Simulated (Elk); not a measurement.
# Fixed-spin-moment curve of BeCo, part 2 of 2

Aim: the energy of BeCo as a function of its total spin moment.

Elk 11.2.3 (patched build); PBEsol; all-electron APW+lo, Dirac cores, scalar-relativistic bands.

So far. Step 2 (Unconstrained state): After 34 cycles the largest moment stands at 0.456 μB.

## (3) Moment fixed at 0.386 μB

Holding the total moment away from its free value maps the energy around and beyond the minimum.

A uniform field is adjusted until the total moment meets the target; the run goes on from the state before.

elk.in

```
tasks
  1

xctype
  22

rgkmax
  7.0

nempty
  5

swidth
  0.002

reducebf
  0.5

epsengy
  1e-05

maxscl
  120

lmaxi
  3

gmaxvr
  10.0

spincore
  .true.

spinpol
  .true.

fsmtype
  1

momfix
  0.000000 0.000000 0.386000

taufsm
  0.01

sppath
  './'

avec
  4.92462628077 0.00000000000 0.00000000000
  0.00000000000 4.92462628077 0.00000000000
  0.00000000000 0.00000000000 4.92462628077

atoms
  2
  'Be.in'
  1
  0.0000000000 0.0000000000 0.0000000000   0.000000 0.000000 0.000000
  'Co.in'
  1
  0.5000000000 0.5000000000 0.5000000000   0.000000 0.000000 -0.000150

ngridk
  10 10 10
```

The run is started by

```sh
> OMP_NUM_THREADS=2 elk
```

Numbers of over 12 decimals in the logs are rounded to 6 here.

Log:

```text
Warning(init1): few empty states an atom for a second variation :    5.000000000
 they are its basis, with spin, DFT+U, afieldc (12 by default), in Hartree-Fock and RDMFT; 30 and more for pressures
Warning(gndstate): core states of species 1 leak from the muffin-tin :   0.1232913132E-02
Warning(gndstate): core states of species 2 leak from the muffin-tin :   0.5080522307E-03

--- INFO.OUT ---
┌─────────────────────────┐
│ Elk code version 11.2.3 │
└─────────────────────────┘

All units are atomic (Hartree, Bohr, etc.)

┌──────────────────────────────────────────┐
│ Ground-state run resuming from STATE.OUT │
└──────────────────────────────────────────┘

Lattice vectors :
   4.924626281       0.000000000       0.000000000
   0.000000000       4.924626281       0.000000000
   0.000000000       0.000000000       4.924626281

Species : 1 (Be)
 muffin-tin radius :    1.800000000
 atomic positions (lattice), magnetic fields (Cartesian) :
  1 :   0.00000000  0.00000000  0.00000000    0.00000000  0.00000000  0.00000000

Species : 2 (Co)
 muffin-tin radius :    2.400000000
 atomic positions (lattice), magnetic fields (Cartesian) :
  1 :   0.50000000  0.50000000  0.50000000    0.00000000  0.00000000  0.00000000

Total number of atoms per unit cell :    2
Total muffin-tin volume :    82.33486027
 ratio of muffin-tin to unit cell volume :   0.6893883144

Spin treatment :
 spin-polarised
 spin-polarised core states
 global magnetic field (Cartesian) :    0.000000000       0.000000000       0.000000000
 collinear magnetisation in z-direction
 fixed spin moment (FSM) calculation, type :    1
  fixing total moment to (Cartesian) :
     0.000000000       0.000000000      0.3860000000

Number of Bravais lattice symmetries :   48
Number of crystal symmetries         :   48
Crystal has inversion symmetry
Real symmetric eigensolver will be used

k-point grid :     10    10    10
k-point offset :    0.000000000       0.000000000       0.000000000
k-point set is reduced with full crystal symmetry group
Total number of k-points :       56

Muffin-tin radius times maximum |G+k| :    7.000000000
 using average radius
Maximum |G+k| for APW functions       :    3.333333333
Maximum (1/2)|G+k|²                   :    5.555555556
Maximum |G| for potential and density :    10.00000000
Constant for pseudocharge density :    6
 order of it for each species :   13  13
 order of it for pair densities of each species (exact exchange by exxq0 0: 13) :    5  13
Radial integration step length :    1

G-vector grid sizes :     16    16    16
Number of G-vectors :     2007

Maximum angular momentum used for
 APW functions            :    8
 outer part of muffin-tin :    6

Number of empty states         :     10
Total number of valence states :     38
Total number of core states    :     14

Third-order local-orbitals added for an l without core states : T
Total number of local-orbitals :     29

Exchange-correlation functional :     22     0     0
 PBEsol, Phys. Rev. Lett. 100, 136406 (2008)
 gradient requirement :    1
 generalised gradient approximation (GGA)

Smearing type :    3
 Fermi-Dirac
Smearing width :   0.2000000000E-02
Effective electronic temperature (K) :    631.5500496

Mixing type :    1
 Adaptive linear mixing

Potential read in from STATE.OUT

┌──────────────────────────────┐
│ Self-consistent loop started │
└──────────────────────────────┘

[... earlier loops left out ...]

┌──────────────────┐
│ Loop number : 38 │
└──────────────────┘

Energies :
 Fermi                       :     0.283750
 sum of occupied eigenvalues :     -809.11861167644
 electron kinetic            :      1427.2053234753
 core electron kinetic       :      1290.9141364930
 Coulomb                     :     -2772.8749810720
 Coulomb potential           :     -2156.0622494702
 nuclear-nuclear             :     -232.20082325214
 electron-nuclear            :     -2933.3213280941
 Hartree                     :      392.64717027420
 Madelung                    :     -1694.8438563370
 xc potential                :     -80.258333058313
 xc effective B-field        :    -0.34760211739800E-02
 external B-field            :      0.000000
 exchange                    :     -59.683204032847
 correlation                 :     -1.610705
 electron entropic           :    -0.68450069797114E-03
 total energy                :     -1406.9642511549
 (external B-field energy excluded from total)

Density of states at Fermi energy :    51.14223537
 (states/Hartree/unit cell)

Estimated indirect band gap :   0.4118875946E-03
 from k-point 23 to k-point 54
Estimated direct band gap   :   0.4140769076E-02
 at k-point 7

Charges :
 core                        :    14.00000000
 valence                     :    17.00000000
 interstitial                :    1.530078503
 muffin-tins (core leakage)
  species : 1 (Be)
   atom 1                    :    2.919894028     (  0.1232913132E-02)
  species : 2 (Co)
   atom 1                    :    26.55002747     (  0.5080522307E-03)
 total in muffin-tins        :    29.46992150
 total calculated charge     :    30.99861694
 total charge                :    31.00000000
 error                       :   0.1383062987E-02

Moments :
 interstitial                :  -0.1135716634E-01
 muffin-tins
  species : 1 (Be)
   atom 1                    :  -0.1474346556E-01
  species : 2 (Co)
   atom 1                    :   0.4120920830
 total in muffin-tins        :   0.3973486174
 total moment                :   0.3859914511

FSM global effective field   :   0.3198015463E-03

┌──────────────────────────────┐
│ Self-consistent loop stopped │
└──────────────────────────────┘

Warning : core states of species 1 leak from the muffin-tin :   0.1232913132E-02

Warning : core states of species 2 leak from the muffin-tin :   0.5080522307E-03

Wrote STATE.OUT
```

Wall time 1.9 min (2 threads of Intel Xeon Platinum 8559C (Emerald Rapids), shared host); peak memory 0.1 GiB.

Read from the output:

| Quantity | Value |
| --- | --- |
| magnetization | 0.3860 μB |

Its energy is that of the free run within the threshold.

## (4) Moment fixed at 0.257 μB

Changes to elk.in since step 3:

```diff
@@ -40,3 +40,3 @@
 momfix
-  0.000000 0.000000 0.386000
+  0.000000 0.000000 0.257000
```

The run is started by

```sh
> OMP_NUM_THREADS=2 elk
```

Log:

```text
Warning(init1): few empty states an atom for a second variation :    5.000000000
 they are its basis, with spin, DFT+U, afieldc (12 by default), in Hartree-Fock and RDMFT; 30 and more for pressures
Warning(gndstate): core states of species 1 leak from the muffin-tin :   0.1232829506E-02
Warning(gndstate): core states of species 2 leak from the muffin-tin :   0.5082955976E-03

--- INFO.OUT ---
┌─────────────────────────┐
│ Elk code version 11.2.3 │
└─────────────────────────┘

All units are atomic (Hartree, Bohr, etc.)

[...]
Moments :
 interstitial                :  -0.8922874737E-02
 muffin-tins
  species : 1 (Be)
   atom 1                    :  -0.1085558318E-01
  species : 2 (Co)
   atom 1                    :   0.2768076171
 total in muffin-tins        :   0.2659520339
 total moment                :   0.2570291591

FSM global effective field   :   0.7334899961E-03

┌──────────────────────────────┐
│ Self-consistent loop stopped │
└──────────────────────────────┘

Warning : core states of species 1 leak from the muffin-tin :   0.1232829506E-02

Warning : core states of species 2 leak from the muffin-tin :   0.5082955976E-03

Wrote STATE.OUT

[key lines of the parts left out:]
total energy                :     -1406.9641751713
```

Elapsed: 2.5 min, on 2 threads; peak memory 0.1 GiB; 4.7 min of CPU time.

This step gave:

```yaml
magnetization: 0.2570 μB
```

It lies 2.29 meV a cell above the free run.

## (5) Moment fixed at 1.029 μB

Changes to elk.in since step 4:

```diff
@@ -40,3 +40,3 @@
 momfix
-  0.000000 0.000000 0.257000
+  0.000000 0.000000 1.029000
```

The run is started by

```sh
> OMP_NUM_THREADS=2 elk
```

Log:

```text
Warning(init1): few empty states an atom for a second variation :    5.000000000
 they are its basis, with spin, DFT+U, afieldc (12 by default), in Hartree-Fock and RDMFT; 30 and more for pressures
Warning(gndstate): core states of species 1 leak from the muffin-tin :   0.1234696665E-02
Warning(gndstate): core states of species 2 leak from the muffin-tin :   0.5067227007E-03

--- INFO.OUT ---
┌─────────────────────────┐
│ Elk code version 11.2.3 │
└─────────────────────────┘

All units are atomic (Hartree, Bohr, etc.)

[...]
Moments :
 interstitial                :  -0.1047722008E-01
 muffin-tins
  species : 1 (Be)
   atom 1                    :  -0.2101329989E-01
  species : 2 (Co)
   atom 1                    :    1.060493336
 total in muffin-tins        :    1.039480036
 total moment                :    1.029002816

FSM global effective field   :  -0.1583199013E-01

┌──────────────────────────────┐
│ Self-consistent loop stopped │
└──────────────────────────────┘

Warning : core states of species 1 leak from the muffin-tin :   0.1234696665E-02

Warning : core states of species 2 leak from the muffin-tin :   0.5067227007E-03

Wrote STATE.OUT

[key lines of the parts left out:]
total energy                :     -1406.9594392368
```

The job ended after 2.5 min (2 threads; peak memory 0.1 GiB; 4.7 min of CPU time).

This step gave:

| Item | Value |
| --- | --- |
| magnetization | 1.029 μB |

It lies 131 meV a cell above the free run.

## (6) The curve

In all 9 moments were held (0, 0.129, 0.257, 0.386, 0.514, 0.643, 0.771, 0.9, 1.029 μB), each run going on from a saved state. The curve holds those that converged and the free run; sizes are given without sign.

The energy over the lowest by total spin moment:

| total spin moment (μB a cell) | energy over the lowest (meV a cell) |
| --- | --- |
| 0.000 | 5.80 |
| 0.129 | 4.74 |
| 0.257 | 2.29 |
| 0.386 | 0.224 |
| 0.429 | 0 |
| 0.514 | 1.09 |
| 0.643 | 10.4 |
| 0.771 | 33.5 |
| 0.900 | 77.4 |
| 1.029 | 131 |

Table of slope dE/dM read from the holding field by total spin moment:

| total spin moment (μB a cell) | slope dE/dM read from the holding field (meV/μB) |
| --- | --- |
| 0.000 | -0.0154 |
| 0.129 | -15.3 |
| 0.257 | -20.0 |
| 0.386 | -8.70 |
| 0.514 | 31.1 |
| 0.643 | 112 |
| 0.771 | 276 |
| 0.900 | 398 |
| 1.029 | 431 |

## (7) Outcome

```
moment of the free run      : 0.429 μB a cell
moment of the lowest point  : 0.429 μB a cell
energy at zero total moment : 5.80 meV a cell over the lowest
```

The curve is lowest at 0.429 μB a cell and has risen by 131 meV at 1.03 μB. No other minimum shows on the points computed. The parallel moment gains 5.8 meV a cell against zero total moment. The field's energy is not in the curve.

[Logs and program files are shortened in this print: banners, set-up blocks, solver, clock and traceback lines can be left out without a mark of their own.]

[Logs are printed without paths, hosts, clocks, repeated set-up lines and the standing remarks that a program may print on its own settings, such as how far it seeks lower states.]

[Hosts, paths, dates, database ids (printed as entryN), source tags and the programs' standing remarks are cut or masked in the printed files.]

[Where a cell is said to come from a database of computed structures, the database is the Materials Project.]
